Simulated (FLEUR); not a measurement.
# MnSe: which magnetic order is lowest, part 2 of 3

Aim: find out whether MnSe carries moments, and which collinear order costs least.

FLEUR MaX-R8.1; LDA (VWN) with U = 5.9 eV, J = 0.9 eV on Mn d; all-electron FLAPW, Dirac cores, scalar-relativistic bands.

So far, largest spin moment in the muffin-tin sphere (μB): step 2 (start 1: ferro +) 4.70.

The database entry behind the starting cell differs from later determinations by our own check (about 0.4 % short), so it need not match the best structure at ambient conditions.

### 3. Run 2 (antiferro q=(0,1/2,1/2) +-)

Reversing part of the moments tests the sign of the couplings between them.

The cell is doubled to 4 atoms to hold this order. The mesh is halved along the doubled vector, so that both cells sample the same points. The k list default-1 (kpts.xml, not shown) is a Γ-centred 8×4×8 mesh.

Input file inp.xml:

```
<?xml version="1.0" encoding="UTF-8" standalone="no"?>
<fleurInput fleurInputVersion="0.39">
   <comment>
      MnSe
   </comment>
   <calculationSetup>
      <cutoffs Kmax="3.6" Gmax="10.8" GmaxXC="10.8" numbands="0"/>
      <scfLoop itmax="130" minDistance="0.0001" maxIterBroyd="15" imix="Anderson" alpha="0.05" precondParam="0.0" spinf="2.0" sdNocoIR="T"/>
      <coreElectrons ctail="T" frcor="F" kcrel="0" coretail_lmax="0"/>
      <xcFunctional name="vwn" relativisticCorrections="F"/>
      <magnetism jspins="2"/>
      <soc l_soc="F" theta="0.0" phi="0.0" spav="F"/>
      <expertModes spex="0" secvar="F"/>
      <geometryOptimization l_f="F" forcealpha="1.0" forcemix="BFGS" epsdisp="0.00001" epsforce="0.00001"/>
      <ldaU l_linMix="F" mixParam="0.05" spinf="1.0"/>
   </calculationSetup>
   <cell>
      <bzIntegration valenceElectrons="62.0" mode="hist" fermiSmearingEnergy="0.00183747">
         <kPointListSelection listName="default-1"/>
         <xi:include xmlns:xi="http://www.w3.org/2001/XInclude" href="kpts.xml"> </xi:include>
      </bzIntegration>
      <xi:include xmlns:xi="http://www.w3.org/2001/XInclude" href="sym.xml"> </xi:include>
      <bulkLattice scale="1.0">
         <bravaisMatrix>
            <row-1>    0.0000000000000000     5.1400550589120000     5.1400550589120000</row-1>
            <row-2>   10.2801101178240000     0.0000000000000000    10.2801101178240000</row-2>
            <row-3>   10.2801101178240000     5.1400550589120000     5.1400550589120000</row-3>
         </bravaisMatrix>
      </bulkLattice>
   </cell>
   <atomSpecies>
      <species name="Manganese 4.500" element="Mn" atomicNumber="25">
         <mtSphere radius="2.51" gridPoints="829" logIncrement="0.015"/>
         <atomicCutoffs lmax="10" lnonsphr="8"/>
         <electronConfig flipSpins="F">
            <coreConfig>(1s1/2) (2s1/2) (2p1/2) (2p3/2)</coreConfig>
            <valenceConfig>(3s1/2) (3p1/2) (3p3/2) (4s1/2) (3d3/2) (3d5/2)</valenceConfig>
            <stateOccupation state="(3d3/2)" spinUp="1.75" spinDown="0.25"/>
            <stateOccupation state="(3d5/2)" spinUp="3.0" spinDown="0.0"/>
         </electronConfig>
         <energyParameters s="4" p="4" d="3" f="4"/>
         <ldaU l="2" U="5.9" J="0.9" l_amf="F"/>
         <lo type="SCLO" l="0" n="3" eDeriv="0"/>
         <lo type="SCLO" l="1" n="3" eDeriv="0"/>
      </species>
      <species name="Manganese -4.500" element="Mn" atomicNumber="25">
         <mtSphere radius="2.51" gridPoints="829" logIncrement="0.015"/>
         <atomicCutoffs lmax="10" lnonsphr="8"/>
         <electronConfig flipSpins="F">
            <coreConfig>(1s1/2) (2s1/2) (2p1/2) (2p3/2)</coreConfig>
            <valenceConfig>(3s1/2) (3p1/2) (3p3/2) (4s1/2) (3d3/2) (3d5/2)</valenceConfig>
            <stateOccupation state="(3d3/2)" spinUp="0.25" spinDown="1.75"/>
            <stateOccupation state="(3d5/2)" spinUp="0.0" spinDown="3.0"/>
         </electronConfig>
         <energyParameters s="4" p="4" d="3" f="4"/>
         <ldaU l="2" U="5.9" J="0.9" l_amf="F"/>
         <lo type="SCLO" l="0" n="3" eDeriv="0"/>
         <lo type="SCLO" l="1" n="3" eDeriv="0"/>
      </species>
      <species name="Selenium (Se)" element="Se" atomicNumber="34">
         <mtSphere radius="2.51" gridPoints="829" logIncrement="0.015"/>
         <atomicCutoffs lmax="10" lnonsphr="8"/>
         <electronConfig flipSpins="F">
            <coreConfig>(1s1/2) (2s1/2) (2p1/2) (2p3/2) (3s1/2) (3p1/2) (3p3/2)</coreConfig>
            <valenceConfig>(4s1/2) (3d3/2) (3d5/2) (4p1/2) (4p3/2)</valenceConfig>
            <stateOccupation state="(4p1/2)" spinUp="0.666667" spinDown="0.666667"/>
            <stateOccupation state="(4p3/2)" spinUp="1.333333" spinDown="1.333333"/>
         </electronConfig>
         <energyParameters s="4" p="4" d="3" f="4"/>
      </species>
   </atomSpecies>
   <atomGroups>
      <atomGroup species="Manganese 4.500">
         <relPos label="                   1">.0000000000 .0000000000 .0000000000</relPos>
         <force calculate="T" relaxXYZ="TTT"/>
      </atomGroup>
      <atomGroup species="Manganese -4.500">
         <relPos label="                   2">.0000000000 1.000/2.000 .0000000000</relPos>
         <force calculate="T" relaxXYZ="TTT"/>
      </atomGroup>
      <atomGroup species="Selenium (Se)">
         <relPos label="                   3">1.000/2.000 .0000000000 1.000/2.000</relPos>
         <force calculate="T" relaxXYZ="TTT"/>
      </atomGroup>
      <atomGroup species="Selenium (Se)">
         <relPos label="                   4">1.000/2.000 1.000/2.000 1.000/2.000</relPos>
         <force calculate="T" relaxXYZ="TTT"/>
      </atomGroup>
   </atomGroups>
   <output dos="F" band="F" slice="F">
      <bandDOS minEnergy="-.5*Htr" maxEnergy="0.5*Htr" sigma="0.015" storeEVData="T"/>
      <plotting iplot="0" polar="F">
         <plot TwoD="T" vec1="  1.0  0.0  0.0" vec2="  0.0  1.0  0.0" vec3="  0.0  0.0  1.0" zero="  0.0  0.0  0.0" file="plot"/>
      </plotting>
      <moessbauerParams electricFieldGradient="F" isomerShift="F" coreHyperfine="F" valenceHyperfine="F"/>
   </output>
</fleurInput>
```

Input file crystal.txt:

```
MnSe
&input film=F cartesian=F /
0.00000000000  2.72000000000  2.72000000000
5.44000000000  0.00000000000  5.44000000000
5.44000000000  2.72000000000  2.72000000000
1.8897261246
1.0 1.0 1.0

4
25 0.00000000000  0.00000000000  0.00000000000 : 4.500
25 0.00000000000  0.50000000000  0.00000000000 : -4.500
34 0.50000000000  0.00000000000  0.50000000000
34 0.50000000000  0.50000000000  0.50000000000

&kpt div1=8 div2=4 div3=8 gamma=T /
```

Run with:

```
OMP_NUM_THREADS=1 inpgen -f crystal.txt > inpgen.log  # inp.xml is then edited as shown
OMP_NUM_THREADS=1 mpirun -n 2 fleur_MPI > fleur.log
```

The program printed:

```text
[banner, memory and clock lines left out]
Welcome to FLEUR        (www.flapw.de)
      MaX-Release 8.1          (www.max-centre.eu)

 ========== k-point set info ==========
 Selected k-point list: default-1
 k-point list type: mesh
 8 x 4 x 8
 Number of k points: 78

 ------------Calculation Setup---------------------------
 Number of PE/node        :            2
 Number of OMP-threads    :            1
 k-points in parallel     :            2
 pe's per k-point         :            1
 No of k-point loops      :           39
 Eigenvalue solver        :       lapack
 Number of basis functions:          468
 Approximate size of matrices (H+S) per k-point:         0.003 GB
 no density matrix found ... skipping LDA+U
 Reset of history
 Iteration:     1   Distance:       5.13932225 me/bohr^3
 Iteration:     2   Distance:       6.60601248 me/bohr^3
 Iteration:     3   Distance:       6.23577870 me/bohr^3
 Iteration:     4   Distance:       2.30161781 me/bohr^3
 Iteration:     5   Distance:       1.05509383 me/bohr^3
 Iteration:     6   Distance:       1.06442679 me/bohr^3
 Iteration:     7   Distance:       0.29014413 me/bohr^3
 Iteration:     8   Distance:       0.08772244 me/bohr^3
 Iteration:     9   Distance:       0.07983977 me/bohr^3
 Iteration:    10   Distance:       0.01125957 me/bohr^3
 Iteration:    11   Distance:       0.01116901 me/bohr^3
 Iteration:    12   Distance:       0.00085176 me/bohr^3
 Iteration:    13   Distance:       0.00041645 me/bohr^3
 Iteration:    14   Distance:       0.00013119 me/bohr^3
 Iteration:    15   Distance:       0.00001069 me/bohr^3

 ********************************************************************
 Run finished successfully
 Stop message:
   all done
 ********************************************************************

--- out.xml (last complete iteration) ---
<iteration numberForCurrentRun="   15" overallNumber="   15">
         [... left out ...]
         <bandgap value="1.3478393843" units="eV"/>
         <sumValenceSingleParticleEnergies value="-58.3277852451" units="Htr"/>
         <FermiEnergy value="0.2320324737" units="Htr"/>
         <valenceDensity>
            <mtCharges spin="1">
               <mtCharge atomType="1" total="9.1670826" s="1.1712599" p="3.1612980" d="4.8189833" f="0.0129261"/>
               <mtCharge atomType="2" total="4.4890584" s="1.1270957" p="3.1251835" d="0.2213608" f="0.0127276"/>
               <mtCharge atomType="3" total="7.4617991" s="0.8323790" p="1.6199285" d="5.0040313" f="0.0041722"/>
               <mtCharge atomType="4" total="7.4896090" s="0.8370512" p="1.6376631" d="5.0065902" f="0.0061556"/>
            </mtCharges>
            <mtCharges spin="2">
               <mtCharge atomType="1" total="4.4890584" s="1.1270957" p="3.1251835" d="0.2213608" f="0.0127276"/>
               <mtCharge atomType="2" total="9.1670826" s="1.1712599" p="3.1612980" d="4.8189833" f="0.0129261"/>
               <mtCharge atomType="3" total="7.4896090" s="0.8370512" p="1.6376631" d="5.0065902" f="0.0061556"/>
               <mtCharge atomType="4" total="7.4617991" s="0.8323790" p="1.6199285" d="5.0040313" f="0.0041722"/>
            </mtCharges>
            <spinDependentCharge spin="1" total="31.0000000" interstitial="2.3924508" mtSpheres="28.6075492"/>
            <spinDependentCharge spin="2" total="31.0000000" interstitial="2.3924508" mtSpheres="28.6075492"/>
            <totalCharge value="62.0000000000"/>
         </valenceDensity>
         [... left out ...]
         <magneticMomentsInMTSpheres units="muBohr">
            <globalMagMoment atomType="1" vec="0.00000   0.00000   4.67802"/>
            <localMagMoment atomType="1" vec="0.00000   0.00000   4.67802"/>
            <globalMagMoment atomType="2" vec="0.00000   0.00000  -4.67802"/>
            <localMagMoment atomType="2" vec="0.00000   0.00000  -4.67802"/>
            <globalMagMoment atomType="3" vec="0.00000   0.00000  -0.02781"/>
            <localMagMoment atomType="3" vec="0.00000   0.00000  -0.02781"/>
            <globalMagMoment atomType="4" vec="0.00000   0.00000   0.02781"/>
            <localMagMoment atomType="4" vec="0.00000   0.00000   0.02781"/>
         </magneticMomentsInMTSpheres>
         [... left out ...]
         <totalEnergy value="    -7167.1833125578" units="Htr">
            <sumOfEigenvalues value="    -4153.4856926360">
               <coreElectrons value="-4095.1579073909"/>
               <valenceElectrons value="-58.3277852451"/>
            </sumOfEigenvalues>
            <densityCoulombPotentialIntegral value="-11104.6657143680"/>
            <densityEffectivePotentialIntegral value="-11462.5626884350"/>
            <chargeDenXCDenIntegral value="-270.2492565640"/>
            <FockExchangeEnergyValence value="0.0000000000"/>
            <FockExchangeEnergyCore value="0.0000000000"/>
         [... left out ...]
            <dftUCorrection value="-0.8565243926"/>
            <tkbTimesEntropy value="0.0000000000"/>
            <freeEnergy value="-7167.1833125578"/>
            <extrapolationTo0K value="-7167.1833125578"/>
         </totalEnergy>
         [... left out ...]
         <ldaUDensityMatrixConvergence>
            <distance spin="1" distance="0.000000"/>
            <distance spin="2" distance="0.000000"/>
         </ldaUDensityMatrixConvergence>
         <densityConvergence units="me/bohr^3">
            <chargeDensity spin="1" distance="0.0000068007"/>
            <chargeDensity spin="2" distance="0.0000068007"/>
            <overallChargeDensity distance="0.0000106894"/>
            <spinDensity distance="0.0000084104"/>
         </densityConvergence>
      </iteration>
```

It took 2.4 min on 2 MPI ranks of Arm Neoverse V2, shared host; peak memory 0.26 GiB; 4.7 min of CPU time.

Spin moment in the muffin-tin sphere by atom:

| atom | spin moment in the muffin-tin sphere (μB) |
| --- | --- |
| Mn1 | 4.68 |
| Mn2 | -4.68 |
| Se3 | -0.03 |
| Se4 | 0.03 |

Numbers from this step:

* free energy: -195028.9934 eV
* program's band gap on this mesh (in a metal only a level spacing): 1.348 eV
* magnetization: 0 μB
* final state: antiferromagnetic

It lies 1.83 meV a seeded atom under the first start, and its largest moment is 4.68 μB against 4.70 μB.

### 4. Start 3: antiferro q=(0,0,1/2) +-

An opposed order shows whether neighbours prefer unlike signs.

This order needs a doubled cell of 4 atoms. The mesh is halved along the doubled vector, so that both cells sample the same points. The k list default-1 (kpts.xml, not shown) is a Γ-centred 8×8×4 mesh.

inp.xml, as its differences from that of step 3:

```diff
@@ -25,4 +25,4 @@
             <row-1>    0.0000000000000000     5.1400550589120000     5.1400550589120000</row-1>
-            <row-2>   10.2801101178240000     0.0000000000000000    10.2801101178240000</row-2>
-            <row-3>   10.2801101178240000     5.1400550589120000     5.1400550589120000</row-3>
+            <row-2>    5.1400550589120000     0.0000000000000000     5.1400550589120000</row-2>
+            <row-3>   10.2801101178240000    10.2801101178240000     0.0000000000000000</row-3>
          </bravaisMatrix>
@@ -77,3 +77,3 @@
       <atomGroup species="Manganese -4.500">
-         <relPos label="                   2">.0000000000 1.000/2.000 .0000000000</relPos>
+         <relPos label="                   2">.0000000000 .0000000000 1.000/2.000</relPos>
          <force calculate="T" relaxXYZ="TTT"/>
@@ -81,7 +81,4 @@
       <atomGroup species="Selenium (Se)">
-         <relPos label="                   3">1.000/2.000 .0000000000 1.000/2.000</relPos>
-         <force calculate="T" relaxXYZ="TTT"/>
-      </atomGroup>
-      <atomGroup species="Selenium (Se)">
-         <relPos label="                   4">1.000/2.000 1.000/2.000 1.000/2.000</relPos>
+         <relPos label="                   3">1.000/2.000 1.000/2.000 1.000/4.000</relPos>
+         <relPos label="                   4">1.000/2.000 1.000/2.000 -1.000/4.000</relPos>
          <force calculate="T" relaxXYZ="TTT"/>
```

Input file crystal.txt:

```
MnSe
&input film=F cartesian=F /
0.00000000000  2.72000000000  2.72000000000
2.72000000000  0.00000000000  2.72000000000
5.44000000000  5.44000000000  0.00000000000
1.8897261246
1.0 1.0 1.0

4
25 0.00000000000  0.00000000000  0.00000000000 : 4.500
25 0.00000000000  0.00000000000  0.50000000000 : -4.500
34 0.50000000000  0.50000000000  0.25000000000
34 0.50000000000  0.50000000000  0.75000000000

&kpt div1=8 div2=8 div3=4 gamma=T /
```

The program printed:

```text
[banner, memory and clock lines left out]
Welcome to FLEUR        (www.flapw.de)
      MaX-Release 8.1          (www.max-centre.eu)

 ========== k-point set info ==========
 Selected k-point list: default-1
 k-point list type: mesh
 8 x 8 x 4
 Number of k points: 78

 [... set-up left out ...]
 no density matrix found ... skipping LDA+U
 Reset of history
 Iteration:     1   Distance:       5.73223426 me/bohr^3
 Iteration:     2   Distance:       6.14561995 me/bohr^3
 Iteration:     3   Distance:       5.78844336 me/bohr^3
 Iteration:     4   Distance:       2.28593541 me/bohr^3
[...]
[... left out ...]
            <freeEnergy value="-7167.1846310501"/>
            <extrapolationTo0K value="-7167.1846310501"/>
         </totalEnergy>
         [... left out ...]
         <ldaUDensityMatrixConvergence>
            <distance spin="1" distance="0.000003"/>
            <distance spin="2" distance="0.000003"/>
         </ldaUDensityMatrixConvergence>
         <densityConvergence units="me/bohr^3">
            <chargeDensity spin="1" distance="0.0000379283"/>
            <chargeDensity spin="2" distance="0.0000377627"/>
            <overallChargeDensity distance="0.0000369757"/>
            <spinDensity distance="0.0000660450"/>
         </densityConvergence>
      </iteration>
```

Elapsed: 2.1 min, on 2 MPI ranks; peak memory 0.27 GiB.

Spin moment in the muffin-tin sphere by atom:

| atom | spin moment in the muffin-tin sphere (μB) |
| --- | --- |
| Mn1 | 4.63 |
| Mn2 | -4.63 |
| Se3 | 0.00 |
| Se4 | 0.00 |

Numbers from this step:

| Property | Result |
| --- | --- |
| free energy | -195029.0293 eV |
| program's band gap on this mesh (in a metal only a level spacing) | 2.074 eV |
| magnetization | 0 μB |
| final state | antiferromagnetic |

It lies 19.8 meV a seeded atom under the first start, and its largest moment is 4.63 μB against 4.70 μB.

### 5. Order 4, typed as no spin polarisation

A spinless run shows what the cell costs with no moments; under a U that can hold a penalty on part-filled orbitals beside the lost exchange.

The k list default-1 (kpts.xml, not shown) is a Γ-centred 8×8×8 mesh.

inp.xml, as its differences from that of step 4:

```diff
@@ -10,3 +10,3 @@
       <xcFunctional name="vwn" relativisticCorrections="F"/>
-      <magnetism jspins="2"/>
+      <magnetism jspins="1"/>
       <soc l_soc="F" theta="0.0" phi="0.0" spav="F"/>
@@ -17,3 +17,3 @@
    <cell>
-      <bzIntegration valenceElectrons="62.0" mode="hist" fermiSmearingEnergy="0.00183747">
+      <bzIntegration valenceElectrons="31.0" mode="hist" fermiSmearingEnergy="0.00183747">
          <kPointListSelection listName="default-1"/>
@@ -26,3 +26,3 @@
             <row-2>    5.1400550589120000     0.0000000000000000     5.1400550589120000</row-2>
-            <row-3>   10.2801101178240000    10.2801101178240000     0.0000000000000000</row-3>
+            <row-3>    5.1400550589120000     5.1400550589120000     0.0000000000000000</row-3>
          </bravaisMatrix>
@@ -31,3 +31,3 @@
    <atomSpecies>
-      <species name="Manganese 4.500" element="Mn" atomicNumber="25">
+      <species name="Manganese (Mn)" element="Mn" atomicNumber="25">
          <mtSphere radius="2.51" gridPoints="829" logIncrement="0.015"/>
@@ -37,18 +37,4 @@
             <valenceConfig>(3s1/2) (3p1/2) (3p3/2) (4s1/2) (3d3/2) (3d5/2)</valenceConfig>
-            <stateOccupation state="(3d3/2)" spinUp="1.75" spinDown="0.25"/>
-            <stateOccupation state="(3d5/2)" spinUp="3.0" spinDown="0.0"/>
-         </electronConfig>
-         <energyParameters s="4" p="4" d="3" f="4"/>
-         <ldaU l="2" U="5.9" J="0.9" l_amf="F"/>
-         <lo type="SCLO" l="0" n="3" eDeriv="0"/>
-         <lo type="SCLO" l="1" n="3" eDeriv="0"/>
-      </species>
-      <species name="Manganese -4.500" element="Mn" atomicNumber="25">
-         <mtSphere radius="2.51" gridPoints="829" logIncrement="0.015"/>
-         <atomicCutoffs lmax="10" lnonsphr="8"/>
-         <electronConfig flipSpins="F">
-            <coreConfig>(1s1/2) (2s1/2) (2p1/2) (2p3/2)</coreConfig>
-            <valenceConfig>(3s1/2) (3p1/2) (3p3/2) (4s1/2) (3d3/2) (3d5/2)</valenceConfig>
-            <stateOccupation state="(3d3/2)" spinUp="0.25" spinDown="1.75"/>
-            <stateOccupation state="(3d5/2)" spinUp="0.0" spinDown="3.0"/>
+            <stateOccupation state="(3d3/2)" spinUp="1.000000" spinDown="1.000000"/>
+            <stateOccupation state="(3d5/2)" spinUp="1.500000" spinDown="1.500000"/>
          </electronConfig>
@@ -72,3 +58,3 @@
    <atomGroups>
-      <atomGroup species="Manganese 4.500">
+      <atomGroup species="Manganese (Mn)">
          <relPos label="                   1">.0000000000 .0000000000 .0000000000</relPos>
@@ -76,9 +62,4 @@
       </atomGroup>
-      <atomGroup species="Manganese -4.500">
-         <relPos label="                   2">.0000000000 .0000000000 1.000/2.000</relPos>
-         <force calculate="T" relaxXYZ="TTT"/>
-      </atomGroup>
       <atomGroup species="Selenium (Se)">
-         <relPos label="                   3">1.000/2.000 1.000/2.000 1.000/4.000</relPos>
-         <relPos label="                   4">1.000/2.000 1.000/2.000 -1.000/4.000</relPos>
+         <relPos label="                   2">1.000/2.000 1.000/2.000 1.000/2.000</relPos>
          <force calculate="T" relaxXYZ="TTT"/>
```

Input file crystal.txt:

```
MnSe
&input film=F cartesian=F /
0.00000000000  2.72000000000  2.72000000000
2.72000000000  0.00000000000  2.72000000000
2.72000000000  2.72000000000  0.00000000000
1.8897261246
1.0 1.0 1.0

2
25 0.00000000000  0.00000000000  0.00000000000
34 0.50000000000  0.50000000000  0.50000000000

&kpt div1=8 div2=8 div3=8 gamma=T /
```

The program printed:

```text
[banner, memory and clock lines left out]
Welcome to FLEUR        (www.flapw.de)
      MaX-Release 8.1          (www.max-centre.eu)

 ========== k-point set info ==========
 Selected k-point list: default-1
 k-point list type: mesh
 0 x 0 x 0
 Number of k points: 30

 [... set-up left out ...]
 no density matrix found ... skipping LDA+U
 Reset of history
 Iteration:     1   Distance:      22.37158991 me/bohr^3
 Iteration:     2   Distance:      29.61230829 me/bohr^3
 Iteration:     3   Distance:      27.22666054 me/bohr^3
 Iteration:     4   Distance:      24.85245402 me/bohr^3
[...]
<sumOfEigenvalues value="    -2077.3159936047">
               <coreElectrons value="-2048.2761440354"/>
               <valenceElectrons value="-29.0398495693"/>
            </sumOfEigenvalues>
         [... left out ...]
            <freeEnergy value="-3583.4047001076"/>
            <extrapolationTo0K value="-3583.4036578563"/>
         </totalEnergy>
         [... left out ...]
         <ldaUDensityMatrixConvergence>
            <distance spin="1" distance="0.000004"/>
         </ldaUDensityMatrixConvergence>
         <densityConvergence units="me/bohr^3">
            <chargeDensity spin="1" distance="0.0000698088"/>
         </densityConvergence>
      </iteration>
```

It took 9.3 s on 2 MPI ranks; peak memory 0.09 GiB.

Numbers from this step:

| Item | Value |
| --- | --- |
| free energy | -97509.4094 eV |
| program's band gap on this mesh (in a metal only a level spacing) | 0.002086 eV |
| final state | non-magnetic (no spin polarisation) |

It lies 5086 meV a seeded atom over the first start.

(Continued in part 3 of 3.)

[Logs and program files are shortened in this print: banners, set-up blocks, solver, clock and traceback lines can be left out without a mark of their own.]

[Logs are printed without paths, hosts, clocks, repeated set-up lines and the standing remarks that a program may print on its own settings, such as how far it seeks lower states.]

[Hosts, paths, dates, database ids (printed as entryN), source tags and the programs' standing remarks are cut or masked in the printed files.]

[Where a cell is said to come from a database of computed structures, the database is the Materials Project.]
